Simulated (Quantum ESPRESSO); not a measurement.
# MnS (Browneite): the choice of smearing

Aim: see how far moments and order energies of MnS (Browneite) move with the smearing, and what each rung costs.

Calculated with Quantum ESPRESSO 7.5; PBEsol; plane waves with GBRV 1.5 PBEsol potentials, no spin-orbit coupling (settings of the first rung).

### 1. The structure

It takes space group F-43m (No. 216, cubic). Conventional cell: a = 5.600 Å, b = 5.600 Å, c = 5.600 Å, α = 90.00°, β = 90.00°, γ = 90.00°. Nearest to Mn lie 4 S at 2.42 Å. Nearest to S lie 4 Mn at 2.42 Å. Farther neighbours and most contacts between anions are not listed.

The cell comes from the Crystallography Open Database.

### 2. Rung 1, start ferro +

Input file pw.in:

```
&CONTROL
  calculation = 'scf'
  prefix = 'pwscf'
  outdir = './tmp'
  pseudo_dir = './pseudo'
  disk_io = 'nowf'
  tprnfor = .true.
  tstress = .true.
/
&SYSTEM
  ibrav = 0
  celldm(1) = 8
  nat = 2
  ntyp = 2
  ecutwfc = 40
  ecutrho = 280
  nbnd = 19
  occupations = 'smearing'
  smearing = 'fd'
  degauss = 0.02204959
  nspin = 2
  starting_magnetization(1) = 0.3
  starting_magnetization(2) = 0
/
&ELECTRONS
  conv_thr = 4d-09
  electron_maxstep = 150
  mixing_beta = 0.3
/
ATOMIC_SPECIES
Mn     54.9380 mn_pbesol_v1.5.uspp.F.UPF
S      32.0600 s_pbesol_v1.4.uspp.F.UPF
CELL_PARAMETERS alat
   0.0000000000000    0.6614041436190    0.6614041436190
   0.6614041436190    0.0000000000000    0.6614041436190
   0.6614041436190    0.6614041436190    0.0000000000000
ATOMIC_POSITIONS crystal
Mn      0.0000000000    0.0000000000    0.0000000000
S       0.2500000000    0.2500000000    0.2500000000
K_POINTS automatic
6 6 6 0 0 0
```

Run with:

```bash
> OMP_NUM_THREADS=1 mpirun -n 2 pw.x -nk 2 -in pw.in > pw.out
```

The program printed:

```text
Program PWSCF v.7.5 starts

     Message from routine setup:
     using ibrav=0 with symmetry is DISCOURAGED, use correct ibrav instead

     K-points division:     npool     =       2
     Subspace diagonalization in iterative solution of the eigenvalue problem:

     bravais-lattice index     =            0
     lattice parameter (alat)  =       8.0000  a.u.
     unit-cell volume          =     296.2789 (a.u.)^3
     number of atoms/cell      =            2
     number of atomic types    =            2
     number of electrons       =        21.00
     number of Kohn-Sham states=           19
     kinetic-energy cutoff     =      40.0000  Ry
     charge density cutoff     =     280.0000  Ry
     scf convergence threshold =      4.0E-09
     mixing beta               =       0.3000
     number of iterations used =            8  plain     mixing
     Exchange-correlation= SLA  PW   PSX  PSC
                           (   1   4  10   8   0   0   0)

     celldm(1)=   8.000000  celldm(2)=   0.000000  celldm(3)=   0.000000
     celldm(4)=   0.000000  celldm(5)=   0.000000  celldm(6)=   0.000000

     crystal axes: (cart. coord. in units of alat)
               a(1) = (   0.000000   0.661404   0.661404 )
               a(2) = (   0.661404   0.000000   0.661404 )
               a(3) = (   0.661404   0.661404   0.000000 )

     reciprocal axes: (cart. coord. in units 2 pi/alat)
               b(1) = ( -0.755967  0.755967  0.755967 )
               b(2) = (  0.755967 -0.755967  0.755967 )
               b(3) = (  0.755967  0.755967 -0.755967 )

     PseudoPot. # 1 for Mn read from file:
     mn_pbesol_v1.5.uspp.F.UPF
     Pseudo is Ultrasoft + core correction, Zval = 15.0

     PseudoPot. # 2 for S  read from file:
     s_pbesol_v1.4.uspp.F.UPF
     Pseudo is Ultrasoft + core correction, Zval =  6.0

     atomic species   valence    mass     pseudopotential
     Mn               15.00    54.93800     Mn( 1.00)
     S                 6.00    32.06000     S ( 1.00)

     Starting magnetic structure
     atomic species   magnetization
     Mn              0.300
     S               0.000

     24 Sym. Ops. (no inversion) found

   Cartesian axes

     site n.     atom                  positions (alat units)
         1        Mn     tau(   1) = (   0.0000000   0.0000000   0.0000000  )
         2        S      tau(   2) = (   0.3307021   0.3307021   0.3307021  )

     number of k points=    16  Fermi-Dirac smearing, width (Ry)=  0.0220
                       cart. coord. in units 2pi/alat
        k(    1) = (   0.0000000   0.0000000   0.0000000), wk =   0.0046296
        k(    2) = (   0.1259946   0.1259946  -0.1259946), wk =   0.0370370
        k(    3) = (   0.2519891   0.2519891  -0.2519891), wk =   0.0370370
        k(    4) = (  -0.3779837  -0.3779837   0.3779837), wk =   0.0185185
        k(    5) = (   0.2519891   0.0000000  -0.0000000), wk =   0.0277778
        [... 11 further k-points ...]

     Dense  grid:    23409 G-vectors     FFT dimensions: (  40,  40,  40)

     Smooth grid:    10081 G-vectors     FFT dimensions: (  32,  32,  32)

     Check: negative core charge=   -0.000032
     Generating pointlists ...
     new r_m :   0.2363 (alat units)  1.8902 (a.u.) for type    1
     new r_m :   0.2363 (alat units)  1.8902 (a.u.) for type    2

     Initial potential from superposition of free atoms

     starting charge      20.4999, renormalised to      21.0000
     Starting wfcs are   17 randomized atomic wfcs +    2 random wfcs

     Self-consistent Calculation

     iteration #  1     ecut=    40.00 Ry     beta= 0.30
     Davidson diagonalization with overlap
     ethr =  1.00E-02,  avg # of iterations =  6.0

     total energy              =    -234.92634885 Ry
     estimated scf accuracy    <       0.84009014 Ry

     total magnetization       =     4.22 Bohr mag/cell
     absolute magnetization    =     4.22 Bohr mag/cell

     iteration #  2     ecut=    40.00 Ry     beta= 0.30
     Davidson diagonalization with overlap
     ethr =  4.00E-03,  avg # of iterations =  2.0

     total energy              =    -235.12714585 Ry
     estimated scf accuracy    <       0.12759382 Ry

     total magnetization       =     4.26 Bohr mag/cell
     absolute magnetization    =     4.26 Bohr mag/cell

     [... further iterations left out ...]

     iteration # 16     ecut=    40.00 Ry     beta= 0.30
     Davidson diagonalization with overlap
     ethr =  2.48E-11,  avg # of iterations =  1.5

     negative rho (up, down):  0.000E+00 3.084E-04

     total energy              =    -235.15343448 Ry
     estimated scf accuracy    <          8.5E-09 Ry

     total magnetization       =     4.54 Bohr mag/cell
     absolute magnetization    =     4.54 Bohr mag/cell

     iteration # 17     ecut=    40.00 Ry     beta= 0.30
     Davidson diagonalization with overlap
     ethr =  2.48E-11,  avg # of iterations =  1.5

     negative rho (up, down):  0.000E+00 3.084E-04

     Magnetic moment per site  (integrated on atomic sphere of radius R)
     atom   1 (R=0.236)  charge= 12.9528  magn=  3.9169
     atom   2 (R=0.236)  charge=  4.1731  magn=  0.0578

     End of self-consistent calculation

     [... lines left out ...]
     the Fermi energy is     7.1319 ev

!    total energy              =    -235.15343448 Ry
     estimated scf accuracy    <          9.5E-10 Ry
     smearing contrib. (-TS)   =      -0.02532049 Ry
     internal energy E=F+TS    =    -235.12811399 Ry

     The total energy is F=E-TS. E is the sum of the following terms:
     one-electron contribution =    -158.03870513 Ry
     hartree contribution      =      84.36470251 Ry
     xc contribution           =     -34.73530705 Ry
     ewald contribution        =    -126.71880431 Ry

     total magnetization       =     4.54 Bohr mag/cell
     absolute magnetization    =     4.54 Bohr mag/cell

     convergence has been achieved in  17 iterations

     negative rho (up, down):  0.000E+00 3.084E-04

     Forces acting on atoms (cartesian axes, Ry/au):

     atom    1 type  1   force =     0.00000000    0.00000000   -0.00000000
     atom    2 type  2   force =    -0.00000000   -0.00000000    0.00000000

     Total force =     0.000000     Total SCF correction =     0.000000

     Computing stress (Cartesian axis) and pressure

     negative rho (up, down):  0.000E+00 3.084E-04
          total   stress  (Ry/bohr**3)                   (kbar)     P=      -46.18
  -0.00031395  -0.00000000  -0.00000000          -46.18       -0.00       -0.00
  -0.00000000  -0.00031395  -0.00000000           -0.00      -46.18       -0.00
  -0.00000000  -0.00000000  -0.00031395           -0.00       -0.00      -46.18

=------------------------------------------------------------------------------=
   JOB DONE.
=------------------------------------------------------------------------------=
```

It took 7.2 s on 2 MPI ranks of AMD EPYC 9R45, shared host; peak memory 0.22 GiB; 14 s of CPU time.

Spin moment in the atom's sphere by atom:

```
atom  spin moment in the atom's sphere (μB)
 Mn1                                   3.92
  S2                                   0.06
```

Read from the output:

| Item | Value |
| --- | --- |
| magnetization | 4.535 μB |
| final state | ferromagnetic |

### 3. Rung 1, start antiferro q=(0,1/2,1/2) +-

The wavevector q is in fractions of the reciprocal vectors of the crystal's primitive cell, as the cells of these inputs are built from it; moments change sign between cells as cos(2π q·R).

Input file pw.in:

```
&CONTROL
  calculation = 'scf'
  prefix = 'pwscf'
  outdir = './tmp'
  pseudo_dir = './pseudo'
  disk_io = 'nowf'
  tprnfor = .true.
  tstress = .true.
/
&SYSTEM
  ibrav = 0
  celldm(1) = 8
  nat = 4
  ntyp = 3
  ecutwfc = 40
  ecutrho = 280
  nbnd = 30
  occupations = 'smearing'
  smearing = 'fd'
  degauss = 0.02204959
  nspin = 2
  starting_magnetization(1) = 0.3
  starting_magnetization(2) = -0.3
  starting_magnetization(3) = 0
/
&ELECTRONS
  conv_thr = 8d-09
  electron_maxstep = 150
  mixing_beta = 0.3
/
ATOMIC_SPECIES
Mn1    54.9380 mn_pbesol_v1.5.uspp.F.UPF
Mn2    54.9380 mn_pbesol_v1.5.uspp.F.UPF
S      32.0600 s_pbesol_v1.4.uspp.F.UPF
CELL_PARAMETERS alat
   0.0000000000000    0.6614041436190    0.6614041436190
   1.3228082872380    0.0000000000000    1.3228082872380
   1.3228082872380    0.6614041436190    0.6614041436190
ATOMIC_POSITIONS crystal
Mn1     0.0000000000    0.0000000000    0.0000000000
Mn2     0.0000000000    0.5000000000    0.0000000000
S       0.2500000000    0.0000000000    0.2500000000
S       0.2500000000    0.5000000000    0.2500000000
K_POINTS automatic
6 3 6 0 0 0
```

The program printed:

```text
     [... lines left out ...]
Program PWSCF v.7.5 starts
     [... lines left out ...]
     number of atoms/cell      =            4
     [... lines left out ...]
     number of electrons       =        42.00
     number of Kohn-Sham states=           30
     kinetic-energy cutoff     =      40.0000  Ry
     charge density cutoff     =     280.0000  Ry
     scf convergence threshold =      8.0E-09
     [... lines left out ...]
      8 Sym. Ops. (no inversion) found
     [... lines left out ...]
     number of k points=    20  Fermi-Dirac smearing, width (Ry)=  0.0220
     [... lines left out ...]
     iteration # 12     ecut=    40.00 Ry     beta= 0.30
     [... lines left out ...]
     Magnetic moment per site  (integrated on atomic sphere of radius R)
     atom   1 (R=0.236)  charge= 12.9552  magn=  3.8818
     atom   2 (R=0.236)  charge= 12.9552  magn= -3.8818
     atom   3 (R=0.236)  charge=  4.1710  magn= -0.0000
     atom   4 (R=0.236)  charge=  4.1710  magn= -0.0000
     [... lines left out ...]
     the Fermi energy is     7.0398 ev
!    total energy              =    -470.33388774 Ry
     estimated scf accuracy    <          3.0E-09 Ry
     smearing contrib. (-TS)   =      -0.02607882 Ry
     [... lines left out ...]
     total magnetization       =     0.00 Bohr mag/cell
     absolute magnetization    =     8.78 Bohr mag/cell
     convergence has been achieved in  12 iterations
     [... lines left out ...]
     Total force =     0.000002     Total SCF correction =     0.000012
     [... lines left out ...]
          total   stress  (Ry/bohr**3)                   (kbar)     P=      -66.24
     [... lines left out ...]
```

The job ended after 33 s (2 MPI ranks; peak memory 0.39 GiB; 65 s of CPU time).

Spin moment in the atom's sphere by atom:

```
atom  spin moment in the atom's sphere (μB)
 Mn1                                   3.88
 Mn2                                  -3.88
  S3                                   0.00
  S4                                   0.00
```

Read from the output:

```
magnetization : 0 μB
final state   : antiferromagnetic
```

### 4. Rung 2, start ferro +

Input file pw.in:

```
&CONTROL
  calculation = 'scf'
  prefix = 'pwscf'
  outdir = './tmp'
  pseudo_dir = './pseudo'
  disk_io = 'nowf'
  tprnfor = .true.
  tstress = .true.
/
&SYSTEM
  ibrav = 0
  celldm(1) = 8
  nat = 2
  ntyp = 2
  ecutwfc = 40
  ecutrho = 280
  nbnd = 19
  occupations = 'smearing'
  smearing = 'fd'
  degauss = 0.00734986
  nspin = 2
  starting_magnetization(1) = 0.3
  starting_magnetization(2) = 0
/
&ELECTRONS
  conv_thr = 4d-09
  electron_maxstep = 150
  mixing_beta = 0.3
/
ATOMIC_SPECIES
Mn     54.9380 mn_pbesol_v1.5.uspp.F.UPF
S      32.0600 s_pbesol_v1.4.uspp.F.UPF
CELL_PARAMETERS alat
   0.0000000000000    0.6614041436190    0.6614041436190
   0.6614041436190    0.0000000000000    0.6614041436190
   0.6614041436190    0.6614041436190    0.0000000000000
ATOMIC_POSITIONS crystal
Mn      0.0000000000    0.0000000000    0.0000000000
S       0.2500000000    0.2500000000    0.2500000000
K_POINTS automatic
6 6 6 0 0 0
```

The program printed:

```text
     [... lines left out ...]
Program PWSCF v.7.5 starts
     [... lines left out ...]
     number of atoms/cell      =            2
     [... lines left out ...]
     number of electrons       =        21.00
     number of Kohn-Sham states=           19
     kinetic-energy cutoff     =      40.0000  Ry
     charge density cutoff     =     280.0000  Ry
     scf convergence threshold =      4.0E-09
     [... lines left out ...]
     24 Sym. Ops. (no inversion) found
     [... lines left out ...]
     number of k points=    16  Fermi-Dirac smearing, width (Ry)=  0.0073
     [... lines left out ...]
     iteration # 10     ecut=    40.00 Ry     beta= 0.30
     [... lines left out ...]
     Magnetic moment per site  (integrated on atomic sphere of radius R)
     atom   1 (R=0.236)  charge= 12.9408  magn=  4.1088
     atom   2 (R=0.236)  charge=  4.1890  magn=  0.1040
     [... lines left out ...]
     the Fermi energy is     7.2773 ev
!    total energy              =    -235.14383177 Ry
     estimated scf accuracy    <          3.8E-09 Ry
     smearing contrib. (-TS)   =      -0.00211976 Ry
     [... lines left out ...]
     total magnetization       =     4.84 Bohr mag/cell
     absolute magnetization    =     4.84 Bohr mag/cell
     convergence has been achieved in  10 iterations
     [... lines left out ...]
     Total force =     0.000000     Total SCF correction =     0.000000
     [... lines left out ...]
          total   stress  (Ry/bohr**3)                   (kbar)     P=      -26.49
     [... lines left out ...]
```

It took 5.7 s on 2 MPI ranks; peak memory 0.22 GiB.

This step gave:

| Item | Value |
| --- | --- |
| magnetization | 4.837 μB |
| final state | ferromagnetic |
| largest moment | 4.109 μB |

### 5. Rung 2, start antiferro q=(0,1/2,1/2) +-

Input file pw.in:

```
&CONTROL
  calculation = 'scf'
  prefix = 'pwscf'
  outdir = './tmp'
  pseudo_dir = './pseudo'
  disk_io = 'nowf'
  tprnfor = .true.
  tstress = .true.
/
&SYSTEM
  ibrav = 0
  celldm(1) = 8
  nat = 4
  ntyp = 3
  ecutwfc = 40
  ecutrho = 280
  nbnd = 30
  occupations = 'smearing'
  smearing = 'fd'
  degauss = 0.00734986
  nspin = 2
  starting_magnetization(1) = 0.3
  starting_magnetization(2) = -0.3
  starting_magnetization(3) = 0
/
&ELECTRONS
  conv_thr = 8d-09
  electron_maxstep = 150
  mixing_beta = 0.3
/
ATOMIC_SPECIES
Mn1    54.9380 mn_pbesol_v1.5.uspp.F.UPF
Mn2    54.9380 mn_pbesol_v1.5.uspp.F.UPF
S      32.0600 s_pbesol_v1.4.uspp.F.UPF
CELL_PARAMETERS alat
   0.0000000000000    0.6614041436190    0.6614041436190
   1.3228082872380    0.0000000000000    1.3228082872380
   1.3228082872380    0.6614041436190    0.6614041436190
ATOMIC_POSITIONS crystal
Mn1     0.0000000000    0.0000000000    0.0000000000
Mn2     0.0000000000    0.5000000000    0.0000000000
S       0.2500000000    0.0000000000    0.2500000000
S       0.2500000000    0.5000000000    0.2500000000
K_POINTS automatic
6 3 6 0 0 0
```

The program printed:

```text
     [... lines left out ...]
Program PWSCF v.7.5 starts
     [... lines left out ...]
     number of atoms/cell      =            4
     [... lines left out ...]
     number of electrons       =        42.00
     number of Kohn-Sham states=           30
     kinetic-energy cutoff     =      40.0000  Ry
     charge density cutoff     =     280.0000  Ry
     scf convergence threshold =      8.0E-09
     [... lines left out ...]
      8 Sym. Ops. (no inversion) found
     [... lines left out ...]
     number of k points=    20  Fermi-Dirac smearing, width (Ry)=  0.0073
     [... lines left out ...]
     iteration # 12     ecut=    40.00 Ry     beta= 0.30
     [... lines left out ...]
     Magnetic moment per site  (integrated on atomic sphere of radius R)
     atom   1 (R=0.236)  charge= 12.9505  magn=  3.9666
     atom   2 (R=0.236)  charge= 12.9505  magn= -3.9666
     atom   3 (R=0.236)  charge=  4.1768  magn= -0.0000
     atom   4 (R=0.236)  charge=  4.1768  magn= -0.0000
     [... lines left out ...]
     the Fermi energy is     7.1171 ev
!    total energy              =    -470.32813687 Ry
     estimated scf accuracy    <          3.5E-09 Ry
     smearing contrib. (-TS)   =      -0.00004481 Ry
     [... lines left out ...]
     total magnetization       =     0.00 Bohr mag/cell
     absolute magnetization    =     8.97 Bohr mag/cell
     convergence has been achieved in  12 iterations
     [... lines left out ...]
     Total force =     0.000000     Total SCF correction =     0.000004
     [... lines left out ...]
          total   stress  (Ry/bohr**3)                   (kbar)     P=      -60.72
     [... lines left out ...]
```

Wall time 32 s (2 MPI ranks); peak memory 0.39 GiB; 64 s of CPU time.

Numbers from this step:

```
magnetization  : 0 μB
final state    : antiferromagnetic
largest moment : 3.967 μB
```

### 6. Rung 3, start ferro +

Input file pw.in:

```
&CONTROL
  calculation = 'scf'
  prefix = 'pwscf'
  outdir = './tmp'
  pseudo_dir = './pseudo'
  disk_io = 'nowf'
  tprnfor = .true.
  tstress = .true.
/
&SYSTEM
  ibrav = 0
  celldm(1) = 8
  nat = 2
  ntyp = 2
  ecutwfc = 40
  ecutrho = 280
  nbnd = 19
  occupations = 'smearing'
  smearing = 'fd'
  degauss = 0.00183747
  nspin = 2
  starting_magnetization(1) = 0.3
  starting_magnetization(2) = 0
/
&ELECTRONS
  conv_thr = 4d-09
  electron_maxstep = 150
  mixing_beta = 0.3
/
ATOMIC_SPECIES
Mn     54.9380 mn_pbesol_v1.5.uspp.F.UPF
S      32.0600 s_pbesol_v1.4.uspp.F.UPF
CELL_PARAMETERS alat
   0.0000000000000    0.6614041436190    0.6614041436190
   0.6614041436190    0.0000000000000    0.6614041436190
   0.6614041436190    0.6614041436190    0.0000000000000
ATOMIC_POSITIONS crystal
Mn      0.0000000000    0.0000000000    0.0000000000
S       0.2500000000    0.2500000000    0.2500000000
K_POINTS automatic
6 6 6 0 0 0
```

The program printed:

```text
     [... lines left out ...]
Program PWSCF v.7.5 starts
     [... lines left out ...]
     number of atoms/cell      =            2
     [... lines left out ...]
     number of electrons       =        21.00
     number of Kohn-Sham states=           19
     kinetic-energy cutoff     =      40.0000  Ry
     charge density cutoff     =     280.0000  Ry
     scf convergence threshold =      4.0E-09
     [... lines left out ...]
     24 Sym. Ops. (no inversion) found
     [... lines left out ...]
     number of k points=    16  Fermi-Dirac smearing, width (Ry)=  0.0018
     [... lines left out ...]
     iteration # 12     ecut=    40.00 Ry     beta= 0.30
     [... lines left out ...]
     Magnetic moment per site  (integrated on atomic sphere of radius R)
     atom   1 (R=0.236)  charge= 12.9390  magn=  4.1360
     atom   2 (R=0.236)  charge=  4.1922  magn=  0.1135
     [... lines left out ...]
     the Fermi energy is     7.3311 ev
!    total energy              =    -235.14269732 Ry
     estimated scf accuracy    <          6.7E-11 Ry
     smearing contrib. (-TS)   =      -0.00021050 Ry
     [... lines left out ...]
     total magnetization       =     4.88 Bohr mag/cell
     absolute magnetization    =     4.88 Bohr mag/cell
     convergence has been achieved in  12 iterations
     [... lines left out ...]
     Total force =     0.000000     Total SCF correction =     0.000000
     [... lines left out ...]
          total   stress  (Ry/bohr**3)                   (kbar)     P=      -22.59
     [... lines left out ...]
```

It took 6.1 s on 2 MPI ranks; peak memory 0.22 GiB; 12 s of CPU time.

Numbers from this step:

| Quantity | Value |
| --- | --- |
| magnetization | 4.885 μB |
| final state | ferromagnetic |
| largest moment | 4.136 μB |

(Continued in part 2 of 3.)

[Logs and program files are shortened in this print: banners, set-up blocks, solver, clock and traceback lines can be left out without a mark of their own.]

[Logs are printed without paths, hosts, clocks, repeated set-up lines and the standing remarks that a program may print on its own settings, such as how far it seeks lower states.]

[Hosts, paths, dates, database ids (printed as entryN), source tags and the programs' standing remarks are cut or masked in the printed files.]

[Where a cell is said to come from a database of computed structures, the database is the Materials Project.]
